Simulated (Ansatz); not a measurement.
# linear Zr chain: period, moment and channels by functional, part 4 of 4

Wanted: the relaxed geometry and the open channels of the linear Zr chain, by several methods.

Ansatz 0.2.0; DFT PBE, plane waves, PAW; relaxation of a chain's period (the session's first sound run).

So far, conductance of the lead as this run defines it (G₀): step 3 (the perfect wire, level PBE, cutoff 420 eV) 4.97; step 5 (bands of the perfect wire, level RPBE, cutoff 420 eV) 4.69; step 7 (the wire at its relaxed period, level r2SCAN, cutoff 500 eV) 2.79; step 9 (the perfect wire, level PBEsol, cutoff 420 eV) 5.00; step 14 (two-component spinors, moment axis along the chain, PBE spin-orbit) 4.19.

### Step 15. With spin-orbit coupling, moment axis across the chain

Level of this step: DFT PBE, plane waves, fully relativistic PAW; channels of a perfect chain with spin-orbit coupling (Ansatz).

The starting moment is set across the chain: where a moment survives, spin-orbit coupling makes energy and bands depend on its direction.

Contents of input.yaml:

```yaml
crystal:
  lattice:
    - [7.5, 0.0, 0.0]
    - [0.0, 7.5, 0.0]
    - [0.0, 0.0, 2.5385322133]
  atoms:
    - { symbol: Zr, position: [0.5, 0.5, 0.0], spin: 0.24, spin_axis: [0.0, 1.0, 0.0] }
kpoints:
  mp_grid: { grid: [1, 1, 32] }
  band_path: { path: ["Γ", Z], npoints: 60 }
scf:
  occupations: { method: fermi_dirac, width: 0.05 }
hamiltonian:
  xc: pbe
  pseudopotentials: { kind: paw_fr }
output:
  transmission:
    e_range: [-0.42, 0.42]
    de: 0.035
    kmesh: [1, 1]
    reduced_basis: false
    leads: [[0, 0]]
magnetization:
  noncollinear: true
  spin_orbit: true
```

Started as:

```console
$ ansatz run input.yaml --threads 4 --pin off --max-ram 8192MiB --backend cpu --events-out ev --progress --plain --runs-dir out
```

Numbers of over 12 decimals in the logs are rounded to 6 here.

The log of the run:

```text
[...]
Crystal: 1 atoms, lattice volume = 142.792 Å³
Basis set: ecut = 420 eV, 2809 PW (Γ)
Bands: 20, of which v1, the nominal top of the filled ones, is band 12 counted from 1 (11 counted from 0)
Symmetry: 4 space group operations + 4 with time reversal
[...]
k-points: 17 of 32
Projection manifold: j_resolved (fully-relativistic pseudo-atomic orbitals)
[...]
--- Transmission ---
  basis      : 497 plane waves across, 4 finite elements along
  points     : 1, standing for a mesh of 1 x 1
[...]
crystal 0  : Zr1, at the sites [0, 0], period 2.5385 Å: whole cells are its period
[...]
filled         : 4.2 meV under the level at which it is neutral
    channels       : 8.000000e0 of both spins
[...]
[key lines of the parts left out:]
SCF converged after 27 iterations
Magnetization: |M| = 0.4937 μB,  M = (+0.0000, +0.4937, -0.0000) μB
Free energy (F): -4181.038523 eV
Fermi energy:    -0.595682 eV
```

It took 20 min on 4 threads of Arm Neoverse N1, shared host; peak memory 4.9 GiB.

Numbers from this step:

```
energy at zero smearing                        : -4181.0266 eV
total moment                                   : 0.4937 μB
absolute moment                                : 0.4941 μB
conductance of the lead as this run defines it : 4.171 G₀
```

The open channels of the lead, both spins by energy, zero at the Fermi level:

| energy (eV) | open channels of the lead, both spins |
| --- | --- |
| -0.420 | 8 |
| -0.385 | 8 |
| -0.350 | 8 |
| -0.315 | 8 |
| -0.245 | 9 |
| -0.210 | 9 |
| -0.175 | 7 |
| -0.140 | 7 |
| -0.105 | 9 |
| -0.070 | 9 |
| -0.035 | 6 |
| 0.000 | 8 |
| 0.035 | 10 |
| 0.070 | 10 |
| 0.105 | 8 |
| 0.140 | 10 |
| 0.175 | 11 |
| 0.210 | 12 |
| 0.245 | 12 |
| 0.315 | 12 |
| 0.350 | 12 |
| 0.385 | 12 |
| 0.420 | 12 |

At the computed energy nearest the Fermi level there are 8 spinor channels, and the thermal average gives 4.17 G₀. The run ends with an absolute moment of 0.49 μB a cell.

### Step 16. A varied input

This step: DFT PBE, plane waves, PAW; channels and complex bands of a perfect chain; changed: magnetization = {"spin_polarized": true, "initial_magnetization": 40}, scf.max_iter = 50 (Ansatz 0.2.0).

The input of the run on the perfect lead (PBE) is made doubtful on purpose. The ELF is not written this time.

Contents of input.yaml:

```yaml
crystal:
  lattice:
    - [7.5, 0.0, 0.0]
    - [0.0, 7.5, 0.0]
    - [0.0, 0.0, 2.5385322133]
  atoms:
    - { symbol: Zr, position: [0.5, 0.5, 0.0], spin: 0.24 }
magnetization:
  spin_polarized: true
  initial_magnetization: 40
kpoints:
  mp_grid: { grid: [1, 1, 32] }
  band_path: { path: ["Γ", Z], npoints: 60 }
scf:
  occupations: { method: fermi_dirac, width: 0.05 }
  max_iter: 50
hamiltonian:
  xc: pbe
output:
  transmission:
    e_range: [-2, 2]
    de: 0.035
    kmesh: [1, 1]
    reduced_basis: true
    leads: [[0, 0]]
  dos: { projected: true, e_range: [-6, 4] }
  write_potential: true
  write_density: true
  volumetric_format: npy
```

The log of the run:

```text
Error: inconsistent input (crystal.atoms[].spin, magnetization.initial_magnetization): Σ_i spin_i = 0.240000 μB but magnetization.initial_magnetization = 40.000000 μB (|Δ| = 3.98e1 > 1e-4); adjust per-atom `spin:`, `per_species`, or `initial_magnetization` to agree
```

Run time: 0.04 s. Hardware: 4 threads; peak memory 0.034 GiB.

The program refused the input before any cycle.

The program's message: “Error: inconsistent input (crystal.atoms[].spin, magnetization.initial_magnetization): Σ_i spin_i = 0.240000 μB but magnetization.initial_magnetization = 40.000000 μB (|Δ| = 3.98e1 > 1e-4); adjust per …”

The change that led to it: magnetization.

### Step 17. The same system on other settings

This step: DFT PBE, plane waves, PAW; channels and complex bands of a perfect chain; changed: basis.ecutwfc = "30 meV", scf.max_iter = 100 (Ansatz 0.2.0).

The input of the run on the perfect lead (PBE) is made doubtful on purpose. The ELF is not written this time.

Edit input.yaml of step 16 so:

```diff
@@ -9,3 +9,2 @@
   spin_polarized: true
-  initial_magnetization: 40
 kpoints:
@@ -15,3 +14,3 @@
   occupations: { method: fermi_dirac, width: 0.05 }
-  max_iter: 50
+  max_iter: 100
 hamiltonian:
@@ -29 +28,3 @@
   volumetric_format: npy
+basis:
+  ecutwfc: "30 meV"
```

The log of the run:

```text
Error: inconsistent input (basis.ecutwfc, kpoints): the smallest per-k basis holds n_pw = 0 plane waves (k-point 2, counted from 0 among those solved) but the deck needs at least 7 band(s) per channel, and no run solves more bands than the smallest per-k basis has plane waves; raise basis.ecutwfc until the smallest per-k basis, which caps the automatic band count, holds at least 7 plane waves
```

Wall time 0.08 s (4 threads); peak memory 0.073 GiB.

The program refused the input before any cycle.

The program's message: “Error: inconsistent input (basis.ecutwfc, kpoints): the smallest per-k basis holds n_pw = 0 plane waves (k-point 2, counted from 0 among those solved) but the deck needs at least 7 band(s) per channel …”

The change that led to it: basis.ecutwfc = "30 meV".

### Step 18. Outcome

```
cell length, PBE                                                   : 2.539 Å
cell length, RPBE                                                  : 2.568 Å
cell length, r2SCAN                                                : 2.963 Å
cell length, PBEsol                                                : 2.499 Å
cell length, PBE, NC files                                         : 2.539 Å
cell length, PBE, no spin                                          : 2.535 Å
conductance, PBE                                                   : 4.97 G₀
absolute moment, PBE                                               : 0.505 μB
conductance, RPBE                                                  : 4.69 G₀
absolute moment, RPBE                                              : 0.491 μB
conductance, r2SCAN                                                : 2.79 G₀
absolute moment, r2SCAN                                            : 3.04 μB
conductance, PBEsol                                                : 5.00 G₀
absolute moment, PBEsol                                            : 0.635 μB
conductance, with spin-orbit coupling, moment along the chain      : 4.19 G₀
absolute moment, with spin-orbit coupling, moment along the chain  : 0.518 μB
conductance, with spin-orbit coupling, moment across the chain     : 4.17 G₀
absolute moment, with spin-orbit coupling, moment across the chain : 0.494 μB
```

Under PBE the cell's length is 2.54 Å, the absolute moment is 0.51 μB a cell, and it is a metal with 6 spin-up and 4 spin-down channels next to the Fermi level, 4.97 G₀ at 300 K (2.79 to 5.00 over the functionals). The cell's length spans 18.6 % over the functionals, shortest under PBEsol and longest under r2SCAN. A spread this wide means that the runs ended in unlike minima, not that one bond stretched. A perfect wire passes every open channel, so the conductance counts half a G₀ for each forward-moving state at the Fermi level, spin by spin; the value here is no such multiple, since a band edge lies within the thermal window. Spin-orbit coupling moves the conductance from 4.97 G₀ to 4.19 G₀. With spin-orbit coupling the conductance is 4.19 G₀ for the moment along the chain and 4.17 G₀ across it, and the two directions differ by under 1 meV a cell, too little to trust without a test of mesh and smearing. Spin polarisation changes the energy by -0.014 eV a cell and the cell's length by 0.1 %. Transport is coherent and elastic here: the atoms are frozen, so scattering by vibrations plays no part. No search over magnetic orders was made; another may lie lower. For the perfect chain only parallel moments were started; its antiparallel and spiral orders were not tested. Conductances of a perfect chain off the multiples of half a G0 come from band edges within the thermal window; the square box also splits pairs of bands that an isolated chain keeps degenerate, which moves such edges. The lead's cell of one atom keeps the chain straight and evenly spaced; a zigzag or dimerised form may lie lower.

[Logs are printed without paths, hosts, clocks, repeated set-up lines and the standing remarks that a program may print on its own settings, such as how far it seeks lower states.]

[Hosts, paths, dates, database ids (printed as entryN), source tags and the programs' standing remarks are cut or masked in the printed files.]
